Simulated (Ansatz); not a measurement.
# BaH2 (Pnma): converging the G0W0 gap

How do accuracy and time trade against each other in G0W0 on BaH2 (Pnma)?

Main program and level: Ansatz 0.2.0; G0W0 on LDA, plane waves, PAW; PAW set soft_1.

## 1. Set-up

It takes space group Pnma (No. 62, orthorhombic). Conventional cell: a = 6.792 Å, b = 4.168 Å, c = 7.858 Å, α = 90.00°, β = 90.00°, γ = 90.00°. Nearest to Ba lie 9 H at 2.50 to 3.00 Å. Nearest to H lie 5 Ba at 2.68 to 3.00 Å. H has 4 Ba at 2.50 to 2.68 Å nearest. Farther neighbours are not listed.

The cell and positions come from the Crystallography Open Database and are kept as given unless a step says otherwise. Spin-orbit coupling is left out unless a step names it.

## 2. 167 empty bands, screening to 48 eV

Now the one-shot GW correction: screening in the RPA, then the self-energy of the levels asked for. This step takes PAW set soft_1 files.

input.yaml reads:

```yaml
crystal:
  lattice:
    - [6.792, 0.0, 0.0]
    - [0.0, 4.168, 0.0]
    - [0.0, 0.0, 7.858]
  atoms:
    - { symbol: Ba, position: [0.26029, 0.25, 0.88863] }
    - { symbol: Ba, position: [0.23971, 0.75, 0.38863] }
    - { symbol: Ba, position: [0.76029, 0.25, 0.61137] }
    - { symbol: Ba, position: [0.73971, 0.75, 0.11137] }
    - { symbol: H, position: [0.043, 0.25, 0.174] }
    - { symbol: H, position: [0.457, 0.75, 0.674] }
    - { symbol: H, position: [0.543, 0.25, 0.326] }
    - { symbol: H, position: [0.957, 0.75, 0.826] }
    - { symbol: H, position: [0.646, 0.25, 0.9135] }
    - { symbol: H, position: [0.854, 0.75, 0.4135] }
    - { symbol: H, position: [0.146, 0.25, 0.5865] }
    - { symbol: H, position: [0.354, 0.75, 0.0865] }
kpoints:
  mp_grid: { grid: [2, 4, 2] }
hamiltonian:
  xc: lda
  pseudopotentials: { kind: paw, azcp: { folder: soft_1 }, xc_functional: pbe }
scf:
  occupations: { method: fixed }
gw:
  n_empty_bands: 167
  ecut_chi: 48
  qp_bands: [v4, c4]
  qp_kpoints: band_edges
  screening: { model: contour_deformation }
```

Launch:

```bash
ansatz run input.yaml --threads 3 --pin off --max-ram 92160MiB --backend cuda --events-out ev --progress --plain --runs-dir out --devices 1 --max-vram 13GiB
```

Numbers of over 12 decimals in the logs are rounded to 6 here.

Log:

```text
GPUs: using 1 of 1 available (devices: 1).
Engine: ansatz 0.2.0, x86_64-unknown-linux-gnu
Pseudopotentials: kind: paw
Pseudopotential: Ba, paw, valence charge 10, recommended cutoff 420 eV (normal), soft_1/Ba.paw.azcp
Pseudopotential: H, paw, valence charge 1, recommended cutoff 420 eV (normal), soft_1/H.paw.azcp
Functional definition: SPW92
  exchange = slater_x
  correlation = pw_c
device memory: the entry about to start is reckoned to put 2.2 GiB on a device that reports 68.0 GiB free (of which the cap on the GPU budget leaves the run 13.0 GiB)
GPU FFT provider: cuFFT
GPU libraries: cuBLAS 13.8.2, cuFFT 12.4.0, cuSOLVER 12.3.4
Crystal: 12 atoms, lattice volume = 222.453 Å³
Basis set: ecut = 420 eV, 4329 PW (Γ)
Bands: 36, of which v1, the nominal top of the filled ones, is band 24 counted from 1 (23 counted from 0)
Symmetry: 8 space group operations
Space group: Pnma (ITA 62), of the structure as read, at distance tolerance 6.1e-5 Å
k-points: 12 of 16
Non-local potential: Ba, projectors of the file, l = 0: 3, l = 1: 2, l = 2: 2, l = 3: 2
Non-local potential: H, projectors of the file, l = 0: 2, l = 1: 1
PAW form: soft (Blöchl's): semilocal exchange-correlation on the pseudo side does not see the compensation charge
PAW frozen core: Ba, regenerated for the run's functional, and the local potential with it (the file was generated under x = pbe(κ = 0.804, μ = 0.219515), c = pbe(β = 0.066725))
PAW one-centre angular grid: Ba, 194 points (default); XC on 64 Gauss nodes
PAW one-centre angular grid: H, 110 points (default); XC on 64 Gauss nodes
Initial density: superposition of atomic densities (chi_scale 0.1, normalization cell, long waves kept (reshape's long-wave potential 0.00 eV rms))
Initial wavefunctions: pseudopotential atomic-orbital guess
GPU buffer pool allocated for 77760 grid points (all kernels)
GPU transforms: local potential and band sums: pruned to the plane-wave sphere, on 45×27×54
Functional: x = slater, c = lda
SCF iter   1: F=—  HF=-23251.744785 eV  |F-HF|=—  |Δ(HF+E_count)|=         —  Δρ=4.17e-2  dr2=4.76e0  ethr=3.10e-3  ⟨swp⟩=4.3  Hψ=1571  notcnv=0  defer=105
preconditioner: auto → Resta (q_TF=auto, 2.113 Å⁻¹)  ε∞=2.7  [insulator: Δε(μ)=3.378 eV  Ē_g=11.921 eV  n_scr=38 (ndim 8)  ℏωp=15.7 eV  f_vac=0.000  ε∞_Penn≈2.7]
SCF iter   2: F=—  HF=-23250.397558 eV  |F-HF|=—  |Δ(HF+E_count)|=    1.35e0  Δρ=1.65e-2  dr2=8.72e-1  ethr=3.10e-3  ⟨swp⟩=2.0  Hψ=658  notcnv=0  defer=110
SCF iter   3: F=—  HF=-23250.172868 eV  |F-HF|=—  |Δ(HF+E_count)|=   2.25e-1  Δρ=3.22e-3  dr2=1.76e-2  ethr=1.82e-3  ⟨swp⟩=2.0  Hψ=485  notcnv=0  defer=114
SCF iter   4: F=—  HF=-23250.178838 eV  |F-HF|=—  |Δ(HF+E_count)|=   5.97e-3  Δρ=3.38e-4  dr2=3.23e-4  ethr=3.66e-5  ⟨swp⟩=3.0  Hψ=623  notcnv=0  defer=116
SCF iter   5: F=—  HF=-23250.178882 eV  |F-HF|=—  |Δ(HF+E_count)|=   4.37e-5  Δρ=5.86e-5  dr2=8.13e-6  ethr=6.74e-7  ⟨swp⟩=2.4  Hψ=530  notcnv=0  defer=114
SCF iter   6: F=—  HF=-23250.178887 eV  |F-HF|=—  |Δ(HF+E_count)|=   4.90e-6  Δρ=1.24e-5  dr2=3.66e-7  ethr=1.69e-8  ⟨swp⟩=2.4  Hψ=665  notcnv=0  defer=96
SCF iter   7: F=-23250.178887 eV  HF=-23250.178887 eV  |F-HF|=7.06e-10  |Δ(HF+E_count)|=   1.55e-7  Δρ=1.56e-6  dr2=6.61e-9  ethr=2.08e-10  ⟨swp⟩=12.8  Hψ=2426  notcnv=0
SCF 1 converged in 7 iterations: F = -23250.178887 eV  dr2 = 6.61e-9
  greatest PAW one-centre occupation: 0.957 electrons in one spin orbital (limit 2), on the Ba atom at site 3 (counted from 0), in its partial waves of l = 0
device memory: the entry about to start is reckoned to put 2.9 GiB (of the 3.0 GiB reckoned in all, the device holds 0.1 GiB already) on a device that reports 66.1 GiB free (of which the cap on the GPU budget leaves the run 13.0 GiB)
NSCF: frozen V_eff on 12 k-points
the band table was solved once the SCF had ended and its energy, with any forces and stress, was formed, with the checks that follow a solve (1837 applications of the Hamiltonian). They found nothing against the state; the energy, forces and stress were not computed again (output.eigenvalues in the input reference)
device memory: the entry about to start is reckoned to put 4.2 GiB on a device that reports 64.1 GiB free (of which the cap on the GPU budget leaves the run 13.0 GiB)
NSCF: frozen V_eff on 12 k-points
G₀W₀ screening: q 1/12
[... further progress lines ...]
SCF converged after 7 iterations
Free energy (F): -23250.178887 eV
Harris-Foulkes:  -23250.178887 eV  (|F-HF|=7.06e-10)
Internal energy: -23250.178887 eV  (E = F + TS)
E sigma→0 (E₀):  -23250.178887 eV
Fermi energy:    4.506944 eV
--- Per-component energies (eV) ---
  E_band       = -276.076482
  E_kinetic    = 735.336655
  E_local      = -1393.307831  (includes V_loc(G=0)·N_el)
  E_nonlocal   = 388.451654
  E_hartree    = 389.079781
  E_xc         = -853.758903
  E_vxc        = -602.409522  (∫ρ·V_xc dr)
  E_paw        = -20113.443017  (= ΣΔE_a)
  E_vpaw       = -182.300129  (= ΣTr[D̂ρ^β])
  E_aug_tail   = -0.006781  (compensation charges beyond the density's cutoff)
  E_ewald      = -2403.660525
  E_core_change = 1.130079  (= ΣΔE_core)
  E_smearing   = -0.000000  (= −TS)
  E_closure    = 0.000000  (closes the sum)
  Σ components = -23250.178887   (vs F -23250.178887, Δ=0.00e0)
--- Band table (eV; the first three rows and the last of 12) ---
  k-point 0: bands = [... 20 lower, 3.7972, 3.9656, 4.3920, 4.5069, 7.8851, 8.1888, 8.4710, 8.8049, ... 8 higher]
  k-point 1: bands = [... 20 lower, 4.0287, 4.0287, 4.2791, 4.2791, 7.6680, 7.6680, 8.0635, 8.0635, ... 8 higher]
  k-point 2: bands = [... 20 lower, 3.7374, 3.9718, 4.0025, 4.0893, 7.6386, 7.8007, 8.3946, 8.6940, ... 8 higher]
  k-point 11: bands = [... 20 lower, 3.9546, 3.9546, 3.9546, 3.9546, 7.8340, 7.8340, 7.8340, 7.8340, ... 8 higher]
--- G₀W₀: contour deformation, 5 samples at zero and on the imaginary axis and 1 off it, 16 q-points, 167 empty bands' worth ---
  eigenvalues of the whole cell's RPA ε∞ on this k-mesh (on a slab, of 1 + 4πα/V) = 3.9860, 4.3241, 4.4415; static W/v taken at q = 0 is 0.234505
  bands read: the sum over 191 bands ends inside a degenerate multiplet in 10 slots, whose members it reads at an even weight; the widest, k=10: bands 189 to 192 (counted from 1) at 3/4 each
  gw.qp_kpoints: band_edges: 12 of 12 stored k-points solved, in 1 pass; an edge of the gap read off the rows below is read off those points alone
    ik  band        ε_KS         Σx   Σc(E_QP)       V_xc       Z   E_QP_lin       E_QP  E_QP is
     0    21      3.7972   -13.7507     2.4970   -10.5562  0.7435     3.0888     3.0998  root
     0    22      3.9656   -15.1589     2.5797   -11.9113  0.7560     3.2887     3.2977  root
     0    23      4.3920   -14.8043     2.5243   -11.5716  0.7549     3.6739     3.6837  root
     0    24      4.5069   -14.1809     2.3041   -11.2438  0.7577     3.8667     3.8739  root
     0    25      7.8851    -5.4129    -3.7643   -10.2505  0.7947     8.9792     8.9584  root
     0    26      8.1888    -5.6645    -3.7051   -10.3961  0.7927     9.2350     9.2153  root
     0    27      8.4710    -5.4713    -4.0219   -10.6433  0.7865     9.6501     9.6210  root
     0    28      8.8049    -5.5847    -3.9632   -10.7257  0.7886    10.0125     9.9827  root
     1    21      4.0287   -13.8194     2.4443   -10.6806  0.7471     3.3240     3.3342  root
     1    22      4.0287   -13.8194     2.4443   -10.6806  0.7471     3.3240     3.3342  root
     1    23      4.2791   -14.4018     2.4022   -11.3405  0.7564     3.6116     3.6200  root
     1    24      4.2791   -14.4018     2.4022   -11.3405  0.7564     3.6116     3.6200  root
     1    25      7.6680    -5.2570    -3.7135    -9.9947  0.7954     8.7105     8.6920  root
     1    26      7.6680    -5.2570    -3.7135    -9.9947  0.7954     8.7105     8.6920  root
     1    27      8.0635    -5.3207    -3.8203   -10.2157  0.7944     9.1595     9.1382  root
     1    28      8.0635    -5.3207    -3.8203   -10.2157  0.7944     9.1595     9.1382  root
     2    21      3.7374   -14.8347     2.6066   -11.5413  0.7509     3.0404     3.0507  root
     2    22      3.9718   -14.2885     2.4795   -11.1341  0.7517     3.2875     3.2970  root
     2    23      4.0025   -14.5153     2.5501   -11.2617  0.7508     3.2886     3.2990  root
     2    24      4.0893   -14.0654     2.4502   -10.9422  0.7510     3.4070     3.4162  root
     2    25      7.6386    -5.2457    -3.6037    -9.8455  0.7993     8.6506     8.6346  root
     2    26      7.8007    -5.0792    -3.7427    -9.8202  0.7948     8.8172     8.7989  root
     2    27      8.3946    -5.4560    -3.9241   -10.4652  0.7869     9.5050     9.4796  root
     2    28      8.6940    -5.2029    -4.0107   -10.3264  0.7854     9.8353     9.8067  root
[...]
11    21      3.9546   -14.7789     2.5734   -11.5147  0.7522     3.2539     3.2639  root
    11    22      3.9546   -14.7789     2.5734   -11.5147  0.7522     3.2539     3.2639  root
    11    23      3.9546   -14.7789     2.5734   -11.5147  0.7522     3.2539     3.2639  root
    11    24      3.9546   -14.7789     2.5734   -11.5147  0.7522     3.2539     3.2639  root
    11    25      7.8340    -5.3270    -3.6790    -9.9903  0.7938     8.8358     8.8183  root
    11    26      7.8340    -5.3270    -3.6790    -9.9903  0.7938     8.8358     8.8183  root
    11    27      7.8340    -5.3270    -3.6790    -9.9903  0.7938     8.8358     8.8183  root
    11    28      7.8340    -5.3270    -3.6790    -9.9903  0.7938     8.8358     8.8183  root
```

Run time: 19 s. Hardware: 1 × NVIDIA H100 80GB HBM3 (shared by 6 runs) with 3 threads of AMD EPYC 7R13 (Zen 3), shared host; peak memory 1.3 GiB; 14 s of CPU time.

Reading the cycles: dr2 is the Hartree energy of the density residual (eV), the measure of convergence; HF is the Harris–Foulkes estimate of the energy, which meets the free energy F at convergence.

Numbers from this step:

| Quantity | Value |
| --- | --- |
| bands summed | 191 |
| RPA ε∞ on this mesh (eigenvalues) | 3.986, 4.324, 4.442 |
| plane waves in the screening matrix | 179 |
| q-points in the mesh | 16 |
| G0W0 gap on the mesh | 4.403 eV |
| k of the valence top | 0, 0, 0 |
| k of the conduction bottom | -0.5, 0.25, 0 |
| starting gap on the mesh | 2.797 eV |
| Z at the valence top | 0.7577 |
| Z at the conduction bottom | 0.7987 |
| least direct G0W0 gap on the computed points | 4.883 eV |

The gap on the mesh goes from 2.80 eV to 4.40 eV, a correction of +1.61 eV. Between the two edge states, bare exchange in place of the xc potential would open the gap by 7.55 eV, and correlation takes back 5.94 eV.

## 3. 475 empty bands, screening to 96 eV

Bands and screening cutoff are moved together, since each hides the error of the other.

Edit input.yaml of step 2 so:

```diff
@@ -26,4 +26,4 @@
 gw:
-  n_empty_bands: 167
-  ecut_chi: 48
+  n_empty_bands: 475
+  ecut_chi: 96
   qp_bands: [v4, c4]
```

Log:

```text
GPUs: using 1 of 1 available (devices: 1).
[...]
GPU FFT provider: cuFFT
GPU libraries: cuBLAS 13.8.2, cuFFT 12.4.0, cuSOLVER 12.3.4
Crystal: 12 atoms, lattice volume = 222.453 Å³
Basis set: ecut = 420 eV, 4329 PW (Γ)
Bands: 36, of which v1, the nominal top of the filled ones, is band 24 counted from 1 (23 counted from 0)
Symmetry: 8 space group operations
[...]
k-points: 12 of 16
[...]
GPU buffer pool allocated for 77760 grid points (all kernels)
[...]
SCF iter   1: F=—  HF=-23251.744785 eV  |F-HF|=—  |Δ(HF+E_count)|=         —  Δρ=4.17e-2  dr2=4.76e0  ethr=3.10e-3  ⟨swp⟩=4.3  Hψ=1571  notcnv=0  defer=105
[...]
SCF iter   7: F=-23250.178887 eV  HF=-23250.178887 eV  |F-HF|=7.06e-10  |Δ(HF+E_count)|=   1.55e-7  Δρ=1.56e-6  dr2=6.61e-9  ethr=2.08e-10  ⟨swp⟩=12.8  Hψ=2426  notcnv=0
SCF 1 converged in 7 iterations: F = -23250.178887 eV  dr2 = 6.61e-9
[...]
NSCF: frozen V_eff on 12 k-points
[...]
G₀W₀ screening: q 1/12
[... further progress lines ...]
SCF converged after 7 iterations
Free energy (F): -23250.178887 eV
[...]
Internal energy: -23250.178887 eV  (E = F + TS)
E sigma→0 (E₀):  -23250.178887 eV
Fermi energy:    4.506944 eV
[...]
--- Band table (eV; the first three rows and the last of 12) ---
  k-point 0: bands = [... 20 lower, 3.7972, 3.9656, 4.3920, 4.5069, 7.8851, 8.1888, 8.4710, 8.8049, ... 8 higher]
  k-point 1: bands = [... 20 lower, 4.0287, 4.0287, 4.2791, 4.2791, 7.6680, 7.6680, 8.0635, 8.0635, ... 8 higher]
  k-point 2: bands = [... 20 lower, 3.7374, 3.9718, 4.0025, 4.0893, 7.6386, 7.8007, 8.3946, 8.6940, ... 8 higher]
  k-point 11: bands = [... 20 lower, 3.9546, 3.9546, 3.9546, 3.9546, 7.8340, 7.8340, 7.8340, 7.8340, ... 8 higher]
[...]
0    21      3.7972   -13.7507     2.2182   -10.5562  0.7384     2.7985     2.8209  root
     0    22      3.9656   -15.1589     2.2687   -11.9113  0.7500     2.9663     2.9867  root
     0    23      4.3920   -14.8043     2.2194   -11.5716  0.7487     3.3578     3.3787  root
     0    24      4.5069   -14.1809     1.9801   -11.2438  0.7514     3.5326     3.5500  root
     0    25      7.8851    -5.4129    -4.0041   -10.2505  0.7919     8.7307     8.7186  root
     0    26      8.1888    -5.6645    -3.9399   -10.3961  0.7898     8.9918     8.9805  root
     0    27      8.4710    -5.4713    -4.2769   -10.6433  0.7834     9.3828     9.3660  root
     0    28      8.8049    -5.5847    -4.2302   -10.7257  0.7855     9.7325     9.7155  root
[...]
11    25      7.8340    -5.3270    -3.9010    -9.9903  0.7911     8.6065     8.5963  root
    11    26      7.8340    -5.3270    -3.9010    -9.9903  0.7911     8.6065     8.5963  root
    11    27      7.8340    -5.3270    -3.9010    -9.9903  0.7911     8.6065     8.5963  root
    11    28      7.8340    -5.3270    -3.9010    -9.9903  0.7911     8.6065     8.5963  root
```

Run time: 24 s. Hardware: 1 × NVIDIA H100 80GB HBM3 (shared by 6 runs) with 3 threads; peak memory 2 GiB.

This step gave:

* bands summed: 499
* RPA ε∞ on this mesh (eigenvalues): 3.989, 4.324, 4.442
* plane waves in the screening matrix: 473
* q-points in the mesh: 16
* G0W0 gap on the mesh: 4.516 eV
* k of the valence top: 0, 0, 0
* k of the conduction bottom: -0.5, 0.25, 0
* starting gap on the mesh: 2.797 eV
* Z at the valence top: 0.7514
* Z at the conduction bottom: 0.7964
* least direct G0W0 gap on the computed points: 4.977 eV

Against the run with 2×4×2 mesh, 167 empty bands, screening to 48 eV, PAW set soft_1 files, the gap moves by +0.11 eV.

## 4. 1022 empty bands, screening to 160 eV

Edit input.yaml of step 3 so:

```diff
@@ -26,4 +26,4 @@
 gw:
-  n_empty_bands: 475
-  ecut_chi: 96
+  n_empty_bands: 1022
+  ecut_chi: 160.0
   qp_bands: [v4, c4]
```

Log:

```text
GPUs: using 1 of 1 available (devices: 1).
[...]
GPU FFT provider: cuFFT
GPU libraries: cuBLAS 13.8.2, cuFFT 12.4.0, cuSOLVER 12.3.4
Crystal: 12 atoms, lattice volume = 222.453 Å³
Basis set: ecut = 420 eV, 4329 PW (Γ)
Bands: 36, of which v1, the nominal top of the filled ones, is band 24 counted from 1 (23 counted from 0)
Symmetry: 8 space group operations
[...]
k-points: 12 of 16
[...]
0    28      8.8049    -5.5847    -4.3181   -10.7257  0.7848     9.6413     9.6277  root
[...]
11    25      7.8340    -5.3270    -3.9787    -9.9903  0.7905     8.5267     8.5186  root
    11    26      7.8340    -5.3270    -3.9787    -9.9903  0.7905     8.5267     8.5186  root
    11    27      7.8340    -5.3270    -3.9787    -9.9903  0.7905     8.5267     8.5186  root
    11    28      7.8340    -5.3270    -3.9787    -9.9903  0.7905     8.5267     8.5186  root
[key lines of the parts left out:]
SCF converged after 7 iterations
Free energy (F): -23250.178887 eV
Fermi energy:    4.506944 eV
```

Elapsed: 51 s, on 1 × NVIDIA H100 80GB HBM3 (shared by 6 runs) with 3 threads; peak memory 3.8 GiB.

Numbers from this step:

* bands summed: 1046
* RPA ε∞ on this mesh (eigenvalues): 3.987, 4.322, 4.439
* plane waves in the screening matrix: 1019
* G0W0 gap on the mesh: 4.579 eV
* k of the valence top: 0, 0, 0
* k of the conduction bottom: -0.5, 0.25, 0
* starting gap on the mesh: 2.797 eV
* least direct G0W0 gap on the computed points: 5.043 eV

Against the run with 2×4×2 mesh, 475 empty bands, screening to 96 eV, PAW set soft_1 files, the gap moves by +0.06 eV.

(Continued in part 2 of 2.)

[Paths, hosts, dates, memory and timing lines, banners, echoed tables and standing remarks are left out of the program output.]

[Logs are printed without paths, hosts, clocks, repeated set-up lines and the standing remarks that a program may print on its own settings, such as how far it seeks lower states.]

[Runs of the session that timed out or met a known fault of the program may be left out.]

[Cells called generated may have been cut or substituted from an entry of the Crystallography Open Database or the Materials Project.]

[Hosts, paths, dates, database ids (printed as entryN), source tags and the programs' standing remarks are cut or masked in the printed files.]
